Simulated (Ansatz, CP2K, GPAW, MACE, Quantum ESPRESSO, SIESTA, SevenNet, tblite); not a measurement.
# (5,5) carbon nanotube bundle (80 atoms) in SIESTA

Aim: run (5,5) carbon nanotube bundle (80 atoms) in SIESTA and see how near its forces come to a plane-wave reference, and at what cost.

Calculated with SIESTA 5.4.2; the method is named at each step.

### Step 1. The structure

The cell holds 80 atoms: 80 C. Cell: a = 10.081 Å, b = 10.081 Å, c = 9.721 Å, α = 90.0°, β = 90.0°, γ = 120.0°. It derives from C (graphene). Graphene sheet (a = 2.46 Å) rolled into a (5,5) tube of diameter 6.78 Å, 4 periods, hexagonal bundle with 3.3 Å between walls; minimised with a classical potential (one cell length free). Then every atom was moved at random, 0.02 Å r.m.s. a Cartesian component. The structure's axis is c.

The yardstick, on the same geometry:

```
method                 : Kohn-Sham DFT, PBE, PAW, plane waves (Ansatz 0.2.0); cutoff 420 eV, Γ point, fermi-dirac smearing of 0.05 eV; PAW set soft_2
r.m.s. force component : 1.372 eV/Å
longest force          : 5.526 eV/Å
pressure               : 11.12 GPa
SCF cycles             : 9
time                   : 4.8 s on 8 threads of Arm Neoverse V2, shared host
CPU time               : 33 s
```

### Step 2. PBE, DZP, shift 0.01 Ry, mesh 300 Ry

Method: Kohn-Sham DFT, PBE, PseudoDojo 0.4.1 norm-conserving pseudopotentials (converted to PSML), numerical atomic orbitals (DZP), diagonalisation.

The .psml files are PseudoDojo norm-conserving potentials that we converted to this format, checked against plane waves on the same files for H, C, O, Si, Ge and Ca alone.

Contents of input.fdf:

```
SystemLabel cell
NumberOfAtoms 80
NumberOfSpecies 1
%block ChemicalSpeciesLabel
  1 6 C
%endblock ChemicalSpeciesLabel
LatticeConstant 1.0 Ang
%block LatticeVectors
  10.08135 0.00000 0.00000
  -5.04067 8.73070 0.00000
  0.00000 0.00000 9.72051
%endblock LatticeVectors
PAO.BasisSize DZP
PAO.EnergyShift 0.01 Ry
XC.Functional GGA
XC.Authors PBE
MeshCutoff 300 Ry
%block kgrid_Monkhorst_Pack
  1 0 0 0.0
  0 1 0 0.0
  0 0 1 0.0
%endblock kgrid_Monkhorst_Pack
SolutionMethod diagon
OccupationFunction FD
ElectronicTemperature 580 K
SCF.Mixer.Method Pulay
SCF.Mixer.Weight 0.05
SCF.Mixer.History 8
SCF.Mix Hamiltonian
MaxSCFIterations 300
SCF.DM.Tolerance 1e-04
SCF.H.Tolerance 1.0e-3 eV
WriteForces T
Write.HirshfeldPop T
Write.VoronoiPop T
Write.DM F
Write.H F
XML.Write F
AtomicCoordinatesFormat Fractional
%block AtomicCoordinatesAndAtomicSpecies
  0.37391 0.08025 0.13124 1
  0.38992 0.15956 0.00617 1
  0.36849 0.28778 0.00402 1
  0.33443 0.33386 0.13202 1
  0.22747 0.38251 0.13332 1
  0.15841 0.38869 0.25639 1
  0.99689 0.33367 0.00830 1
  0.92093 0.28868 0.12918 1
  0.76927 0.16107 0.13421 1
  0.71223 0.08230 0.25481 1
  0.62998 0.92299 0.00937 1
  0.61351 0.84099 0.13037 1
  0.62949 0.71331 0.13126 1
  0.66408 0.66733 0.25777 1
  0.77321 0.61795 0.25815 1
  0.84697 0.61253 0.13530 1
  0.99827 0.66411 0.12996 1
  0.08600 0.71533 0.25459 1
  0.22838 0.83625 0.25747 1
  0.28576 0.91633 0.13038 1
  0.37057 0.07894 0.38316 1
  0.39047 0.15590 0.25546 1
  0.36399 0.28219 0.25598 1
  0.33585 0.33621 0.37992 1
  0.22881 0.38260 0.37799 1
  0.15788 0.38388 0.50617 1
  0.99918 0.33129 0.25817 1
  0.91576 0.28280 0.37914 1
  0.77174 0.15521 0.38228 1
  0.70916 0.07814 0.50575 1
  0.62644 0.91772 0.25846 1
  0.61496 0.84283 0.38236 1
  0.63478 0.71444 0.38019 1
  0.66755 0.66566 0.50495 1
  0.77168 0.61544 0.50484 1
  0.84189 0.61515 0.38143 1
  0.99848 0.66616 0.38067 1
  0.08019 0.71213 0.50835 1
  0.23078 0.84441 0.50714 1
  0.29113 0.92198 0.38465 1
  0.36828 0.07880 0.63031 1
  0.38516 0.15364 0.50857 1
  0.36582 0.28645 0.50828 1
  0.33773 0.33504 0.63071 1
  0.22776 0.38576 0.62972 1
  0.15828 0.38553 0.75646 1
  0.99933 0.33410 0.50732 1
  0.91598 0.28762 0.63256 1
  0.77262 0.16015 0.63006 1
  0.71066 0.08062 0.75700 1
  0.62626 0.91659 0.50655 1
  0.61321 0.84334 0.63050 1
  0.63058 0.71104 0.63244 1
  0.66363 0.66664 0.75750 1
  0.77424 0.61538 0.75777 1
  0.84235 0.61455 0.63102 1
[... 20 atom lines left out ...]
  0.99981 0.66593 0.88432 1
  0.08558 0.71546 0.00604 1
  0.22945 0.84172 0.00859 1
  0.28845 0.91860 0.88235 1
%endblock AtomicCoordinatesAndAtomicSpecies
```

The run is started by

```console
> OMP_NUM_THREADS=1 mpirun -np 2 siesta < input.fdf > output.txt
```

What it wrote:

```text
Version         : 5.4.2
reinit: System Name:
reinit: System Label: cell
initatom: Reading input for the pseudopotentials and atomic orbitals ----------
Species number:   1 Atomic number:    6 Label: C
Ground state valence configuration (from tables):   2s02  2p02  3d00  4f00
---- Processing specs for species: C
GGA--PBE XC_GGA_X_PBE--XC_GGA_C_PBE pb
C pseudopotential only contains V_ls up to l=1 -- lmxkb reset.
Using PAO.SplitTailNorm
%block ChemicalSpeciesLabel
    1    6 C                       # Species index, atomic number, species label
%endblock ChemicalSpeciesLabel
%block PAO.Basis                 # Define Basis set
C                     2                    # Species label, number of l-shells
 n=2   0   2                         # n, l, Nzeta
   4.484      3.048
   1.000      1.000
 n=2   1   2 P   1                   # n, l, Nzeta, Polarization, NzetaPol
   5.436      3.692
   1.000      1.000
%endblock PAO.Basis
coor:   Atomic-coordinates input format  =     Fractional
siesta: System type = bulk
initatomlists: Number of atoms, orbitals, and projectors:     80  1040   640
siesta: ******************** Simulation parameters ****************************
Total number of electrons:   320.000000
Total ionic charge:   320.000000
 Kpoints in:            1 . Kpoints trimmed:            1
siesta: k-grid: Number of k-points = 1
siesta: k-points from Monkhorst-Pack grid
siesta: k-cutoff (effective) =     4.860 Ang
siesta: k-point supercell and displacements
siesta: k-grid:     1     0     0      0.000
siesta: k-grid:     0     1     0      0.000
siesta: k-grid:     0     0     1      0.000
                     ====================================
                        Single-point calculation
                     ====================================
outcell: Unit cell vectors (Ang):
       10.081350    0.000000    0.000000
       -5.040670    8.730700    0.000000
        0.000000    0.000000    9.720510
outcell: Cell vector modules (Ang)   :   10.081350   10.081343    9.720510
outcell: Cell angles (23,13,12) (deg):     90.0000     90.0000    120.0000
outcell: Cell volume (Ang**3)        :    855.5725
Gamma-point calculation with multiply-connected orbital pairs
Gamma-point calculation with multiply-connected orbital pairs
Folding of H and S implicitly performed
Folding of H and S implicitly performed
new_DM -- step:     1
Initializing Density Matrix...
Attempting to read DM from file... Failed...
DM filled with atomic data:
InitMesh: MESH = 96 x 96 x 108 = 995328
InitMesh: Mesh cutoff (required, used) =   300.000   334.153 Ry
stepf: Fermi-Dirac step function
        iscf     Eharris(eV)        E_KS(eV)     FreeEng(eV)     dDmax    Ef(eV) dHmax(eV)
   scf:    1   -12964.241165   -13064.656244   -13064.656252  1.877398 -5.565388  3.404128
   scf:    2   -13066.681760   -13065.680934   -13065.680943  0.007267 -5.485571  3.078971
   scf:    3   -13072.773066   -13070.586603   -13070.586614  0.088047 -4.638231  1.171325
   scf:    4   -13071.447613   -13071.186159   -13071.186168  0.008017 -4.602179  0.475670
   scf:    5   -13071.118323   -13071.199520   -13071.199530  0.021199 -4.420281  0.307768
   scf:    6   -13071.353129   -13071.303894   -13071.303904  0.007563 -4.478654  0.043058
   scf:    7   -13071.307950   -13071.306548   -13071.306558  0.000728 -4.480636  0.026953
   scf:    8   -13071.304800   -13071.305758   -13071.305768  0.001207 -4.492924  0.022837
   scf:    9   -13071.308109   -13071.307140   -13071.307150  0.001712 -4.489443  0.017575
   scf:   10   -13071.307018   -13071.307111   -13071.307120  0.000969 -4.500005  0.011565
   scf:   11   -13071.307267   -13071.307198   -13071.307208  0.000359 -4.496605  0.002071
   scf:   12   -13071.307208   -13071.307204   -13071.307214  0.000076 -4.496892  0.000670
SCF Convergence by DM+H criterion
max |DM_out - DM_in|         :     0.0000762147
max |H_out - H_in|      (eV) :     0.0006703744
SCF cycle converged after 12 iterations
Using DM_out to compute the final energy and forces
siesta: E_KS(eV) =           -13071.3072
siesta: E_KS - E_eggbox =    -13071.3072
siesta: Atomic forces (eV/Ang):
     1    0.291894   -0.091000   -0.522891
     2    0.570562   -0.587678    0.477211
     3    0.876171    0.109352    1.939008
     4    1.244817   -0.286967   -0.738363
     5   -1.618412    1.130371   -1.487042
     6    0.580809    0.040412    0.198389
     7    0.955101    1.026505   -2.168482
     8   -1.493511   -0.460102    3.456955
     9   -0.250890   -0.315923   -3.307032
    10   -1.147999   -1.238155    1.712801
    11   -0.246004   -2.555592   -2.539684
    12   -1.996521    1.956046    1.692828
    13    0.711821   -1.530099    0.839045
    14    0.501010   -0.852948   -1.841233
    15    0.544661   -0.993955   -0.946851
    16   -5.565664   -0.878222   -2.474195
    17    4.627317    1.501083    0.518921
    18   -3.199007   -4.082448    1.033446
    19    2.304925    4.292023    0.172087
    20    1.666055    0.884869    2.233484
    21    0.536241    1.985646   -0.788459
    22   -0.128777    0.502756    1.066330
    23    1.130351    0.670583    0.006764
    24    2.033469   -1.045932    0.743967
[...]
73    0.160286   -0.719636    2.631374
    74   -1.107273   -0.141944   -2.281990
    75    3.487259   -1.090850    1.206905
    76   -2.706250   -1.196506    3.880466
    77    3.215221    0.876231   -2.576047
    78   -2.114584   -3.020460    0.575810
    79    1.130555    0.560900   -1.950141
    80    0.462207   -1.168480   -0.281819
----------------------------------------
   Tot    0.001490    0.000963    0.002611
----------------------------------------
   Max    5.565664
   Res    1.551920    sqrt( Sum f_i^2 / 3N )
----------------------------------------
   Max    5.565664    constrained
Stress tensor Voigt[x,y,z,yz,xz,xy] (kbar):     -151.83     -170.89     -243.38        1.59       -0.39      -12.78
(Free)E + p*V (eV/cell)   -12970.5420
Target enthalpy (eV/cell)   -13071.3072
siesta: Program's energy decomposition (eV):
siesta: Ebs     =     -4448.586440
siesta: Eions   =     22572.937445
siesta: Ena     =      5914.323621
siesta: Ekin    =      9081.254402
siesta: Enl     =      -467.181962
siesta: DEna    =      -355.222956
siesta: DUscf   =        24.968038
siesta: Ex      =     -4285.674082
siesta: Ec      =      -410.836821
siesta: Exc     =     -4696.510903
siesta: Eharris =    -13071.307208
siesta: Etot    =    -13071.307204
siesta: FreeEng =    -13071.307214
siesta: Final energy (eV):
siesta:  Band Struct. =   -4448.586440
siesta:       Kinetic =    9081.254402
siesta:       Hartree =    6759.996217
siesta:         Exch. =   -4285.674082
siesta:         Corr. =    -410.836821
siesta:   Exch.-corr. =   -4696.510903
siesta:  Ion-electron =  -21904.436667
siesta:       Ion-ion =   -2311.610254
siesta:         Total =  -13071.307204
siesta:         Fermi =      -4.496892
siesta: Stress tensor (static) (eV/Ang**3):
siesta:    -0.094762   -0.007979   -0.000244
siesta:    -0.007980   -0.106660    0.000991
siesta:    -0.000244    0.000991   -0.151904
siesta: Cell volume =        855.572485 Ang**3
siesta: Pressure (static):
siesta:                Solid            Molecule  Units
siesta:           0.00128273          0.00149837  Ry/Bohr**3
siesta:           0.11777514          0.13757387  eV/Ang**3
siesta:         188.69657068        220.41763535  kBar
    Orbital volume contribution        =          30.376182 eV
    (Free)E + p_basis*V_orbitals       =      -13040.931032 eV
    (Free)Eharris+ p_basis*V_orbitals  =      -13040.931036 eV
Hirshfeld Atomic Populations:
Atom #   charge [q] valence [e]  Species
     1    -0.000505    4.000505  C
     2     0.000891    3.999109  C
     3    -0.000339    4.000339  C
     4     0.000533    3.999467  C
     5     0.002063    3.997937  C
     6    -0.003744    4.003744  C
     7    -0.004282    4.004282  C
     8    -0.002927    4.002927  C
     9    -0.002062    4.002062  C
    10    -0.001460    4.001460  C
    11    -0.001517    4.001517  C
    12     0.000524    3.999476  C
    13    -0.001392    4.001392  C
    14     0.002263    3.997737  C
    15     0.005291    3.994709  C
    16    -0.001953    4.001953  C
    17     0.000838    3.999162  C
    18    -0.002813    4.002813  C
    19    -0.001143    4.001143  C
    20     0.004590    3.995410  C
    21    -0.000267    4.000267  C
    22    -0.000362    4.000362  C
    23     0.002939    3.997061  C
    24    -0.002799    4.002799  C
[...]
--------------------
 Total    -0.000026
Voronoi Atomic Populations:
Atom #   charge [q] valence [e]  Species
[...]
73    -0.004128    4.004128  C
    74    -0.000525    4.000525  C
    75     0.007187    3.992813  C
    76    -0.002865    4.002865  C
    77     0.001672    3.998328  C
    78     0.001859    3.998141  C
    79    -0.006470    4.006470  C
    80     0.003727    3.996273  C
--------------------
 Total    -0.000024
```

The job ended after 74 s (2 MPI ranks of Arm Neoverse V2, shared host; peak memory 1 GiB).

Banners, paths, timers and routine set-up lines are dropped from the logs unmarked, and long logs keep their key lines alone; longer cuts are marked.

Numbers from this run, and their distance from the reference:

```
r.m.s. force component                  : 1.552 eV/Å
r.m.s. difference of force components   : 242.5 meV/Å
longest difference of force vectors     : 780 meV/Å
force difference over r.m.s. force      : 17.68 %
slope of forces against the reference's : 1.125
correlation of force components         : 0.9938
pressure                                : 18.87 GPa
pressure difference                     : 7.754 GPa
```

This run lies far from the reference in forces at the same functional.

The surroundings of C16, which bears the longest force, nearest first, numbered as they follow in the input and with coordinates relative to it.

```
atom      x     y      z  distance (Å)  bonds  Hirshfeld charge (e)     Fx     Fy  Fz (eV/Å)
 C16   0.00  0.00   0.00          0.00      3                  0.00  -5.57  -0.88      -2.47
 C17   1.27  0.45  -0.05          1.34      3                  0.00   4.63   1.50       0.52
 C15  -0.77  0.05   1.19          1.42      3                  0.01   0.54  -0.99      -0.95
 C75  -0.79  0.04  -1.27          1.50      3                  0.01   3.49  -1.09       1.21
 C18   1.89  0.90   1.16          2.39      3                  0.00  -3.20  -4.08       1.03
 C36  -0.06  0.02   2.39          2.39      3                  0.00  -0.22  -0.52      -0.11
 C78   1.89  0.90  -1.26          2.44      3                  0.00  -2.11  -3.02       0.58
 C14  -2.12  0.48   1.19          2.48      3                  0.00   0.50  -0.85      -1.84
 C74  -2.11  0.47  -1.23          2.49      3                  0.00  -1.11  -0.14      -2.28
 C76  -0.03  0.05  -2.51          2.51      3                  0.00  -2.71  -1.20       3.88
```

Forces lie 18 % from the reference's, at 4.4 times its CPU time (on 2 against 8 cores).

### Step 3. PBE, SZ, shift 0.01 Ry, mesh 300 Ry

Method: Kohn-Sham DFT, PBE, PseudoDojo 0.4.1 norm-conserving pseudopotentials (converted to PSML), numerical atomic orbitals (SZ), diagonalisation.

input.fdf: that of step 2 with these lines changed.

```diff
@@ -12,3 +12,3 @@
 %endblock LatticeVectors
-PAO.BasisSize DZP
+PAO.BasisSize SZ
 PAO.EnergyShift 0.01 Ry
```

The run is started by

```console
> OMP_NUM_THREADS=1 siesta < input.fdf > output.txt
```

What it wrote:

```text
Version         : 5.4.2
reinit: System Name:
reinit: System Label: cell
initatom: Reading input for the pseudopotentials and atomic orbitals ----------
Species number:   1 Atomic number:    6 Label: C
Ground state valence configuration (from tables):   2s02  2p02  3d00  4f00
---- Processing specs for species: C
GGA--PBE XC_GGA_X_PBE--XC_GGA_C_PBE pb
C pseudopotential only contains V_ls up to l=1 -- lmxkb reset.
Using PAO.SplitTailNorm
%block ChemicalSpeciesLabel
    1    6 C                       # Species index, atomic number, species label
[... lines left out ...]
stepf: Fermi-Dirac step function
        iscf     Eharris(eV)        E_KS(eV)     FreeEng(eV)     dDmax    Ef(eV) dHmax(eV)
[... lines left out ...]
SCF Convergence by DM+H criterion
[... lines left out ...]
SCF cycle converged after 12 iterations
[... lines left out ...]
   Max    6.537865
[... lines left out ...]
   Max    6.537865    constrained
Stress tensor Voigt[x,y,z,yz,xz,xy] (kbar):     -317.46     -326.52     -519.78        3.61       -0.90      -16.85
[... lines left out ...]
siesta: FreeEng =    -12950.987992
[... lines left out ...]
siesta:       Kinetic =    8426.649760
siesta:       Hartree =    6002.270834
siesta:         Exch. =   -4130.122571
siesta:         Corr. =    -413.525451
siesta:   Exch.-corr. =   -4543.648022
siesta:  Ion-electron =  -20524.650306
siesta:       Ion-ion =   -2311.610254
siesta:         Total =  -12950.987989
siesta:         Fermi =      -5.958484
siesta: Stress tensor (static) (eV/Ang**3):
siesta:    -0.198143   -0.010519   -0.000563
siesta:    -0.010519   -0.203797    0.002254
siesta:    -0.000563    0.002254   -0.324419
siesta: Cell volume =        855.572485 Ang**3
siesta: Pressure (static):
siesta:                Solid            Molecule  Units
siesta:           0.00263702          0.00324342  Ry/Bohr**3
siesta:           0.24211980          0.29779745  eV/Ang**3
siesta:         387.91867995        477.12411661  kBar
    Orbital volume contribution        =          15.545715 eV
    (Free)E + p_basis*V_orbitals       =      -12935.442277 eV
    (Free)Eharris+ p_basis*V_orbitals  =      -12935.442277 eV
Hirshfeld Atomic Populations:
Atom #   charge [q] valence [e]  Species
     1     0.001681    3.998319  C
     2     0.001685    3.998315  C
     3    -0.000926    4.000926  C
[...]
--------------------
 Total    -0.000018
Voronoi Atomic Populations:
Atom #   charge [q] valence [e]  Species
[...]
79    -0.007237    4.007237  C
    80     0.008271    3.991729  C
--------------------
 Total    -0.000016
```

Wall time 34 s (1 thread); peak memory 0.43 GiB.

Compared with the plane-wave run:

```
r.m.s. force component                  : 1.959 eV/Å
r.m.s. difference of force components   : 739.9 meV/Å
longest difference of force vectors     : 2261 meV/Å
force difference over r.m.s. force      : 53.95 %
slope of forces against the reference's : 1.374
correlation of force components         : 0.9623
pressure                                : 38.79 GPa
pressure difference                     : 27.68 GPa
```

This is a coarse setting, run to see what it loses.

Against the first run (18 %), the force difference from the reference is 54 %, at 0.23 times the CPU time (on 1 against 2 cores), with 320 basis functions against 1040: the smaller basis costs accuracy.

### Step 4. PBE, SZP, shift 0.01 Ry, mesh 300 Ry

Method: Kohn-Sham DFT, PBE, PseudoDojo 0.4.1 norm-conserving pseudopotentials (converted to PSML), numerical atomic orbitals (SZP), diagonalisation.

input.fdf: that of step 3 with these lines changed.

```diff
@@ -12,3 +12,3 @@
 %endblock LatticeVectors
-PAO.BasisSize SZ
+PAO.BasisSize SZP
 PAO.EnergyShift 0.01 Ry
```

What it wrote:

```text
Version         : 5.4.2
reinit: System Name:
reinit: System Label: cell
initatom: Reading input for the pseudopotentials and atomic orbitals ----------
Species number:   1 Atomic number:    6 Label: C
Ground state valence configuration (from tables):   2s02  2p02  3d00  4f00
---- Processing specs for species: C
GGA--PBE XC_GGA_X_PBE--XC_GGA_C_PBE pb
[... lines left out ...]
        iscf     Eharris(eV)        E_KS(eV)     FreeEng(eV)     dDmax    Ef(eV) dHmax(eV)
[... lines left out ...]
SCF Convergence by DM+H criterion
[... lines left out ...]
SCF cycle converged after 12 iterations
[... lines left out ...]
   Max    5.947476
[... lines left out ...]
   Max    5.947476    constrained
Stress tensor Voigt[x,y,z,yz,xz,xy] (kbar):     -228.74     -242.21     -379.74        2.56       -0.64      -14.34
[... lines left out ...]
siesta: FreeEng =    -12992.854317
[... lines left out ...]
siesta:         Fermi =      -5.562427
[... lines left out ...]
siesta:    -0.008948   -0.151173    0.001599
siesta:    -0.000399    0.001599   -0.237016
siesta: Cell volume =        855.572485 Ang**3
siesta: Pressure (static):
siesta:                Solid            Molecule  Units
siesta:           0.00192762          0.00231441  Ry/Bohr**3
siesta:           0.17698635          0.21249959  eV/Ang**3
siesta:         283.56339946        340.46188546  kBar
    Orbital volume contribution        =          25.501434 eV
    (Free)E + p_basis*V_orbitals       =      -12967.352883 eV
    (Free)Eharris+ p_basis*V_orbitals  =      -12967.352883 eV
Hirshfeld Atomic Populations:
Atom #   charge [q] valence [e]  Species
     1     0.000320    3.999680  C
     2     0.000656    3.999344  C
     3    -0.000603    4.000603  C
[...]
--------------------
 Total    -0.000013
Voronoi Atomic Populations:
Atom #   charge [q] valence [e]  Species
[...]
79    -0.007539    4.007539  C
    80     0.008307    3.991693  C
--------------------
 Total    -0.000011
```

Wall time 1.8 min (1 thread); peak memory 0.74 GiB.

Numbers from this run, and their distance from the reference:

| Item | Value |
| --- | --- |
| r.m.s. force component | 1.713 eV/Å |
| r.m.s. difference of force components | 462.9 meV/Å |
| longest difference of force vectors | 1506 meV/Å |
| force difference over r.m.s. force | 33.75 % |
| slope of forces against the reference's | 1.223 |
| correlation of force components | 0.9793 |
| pressure | 28.36 GPa |
| pressure difference | 17.24 GPa |

This is a coarse setting, run to see what it loses.

Against the first run (18 %), the force difference from the reference is 34 %, at 0.72 times the CPU time (on 1 against 2 cores), with 720 basis functions against 1040: the smaller basis costs accuracy.

(Part 1 of 2 ends here.)

[Also dropped from logs without a mark: logging warnings of Python, and SIESTA's first energy breakdown and zero terms.]

[Logs are printed without paths, hosts, clocks, repeated set-up lines and the standing remarks that a program may print on its own settings, such as how far it seeks lower states.]

[Hosts, paths, dates, database ids (printed as entryN), source tags and the programs' standing remarks are cut or masked in the printed files.]
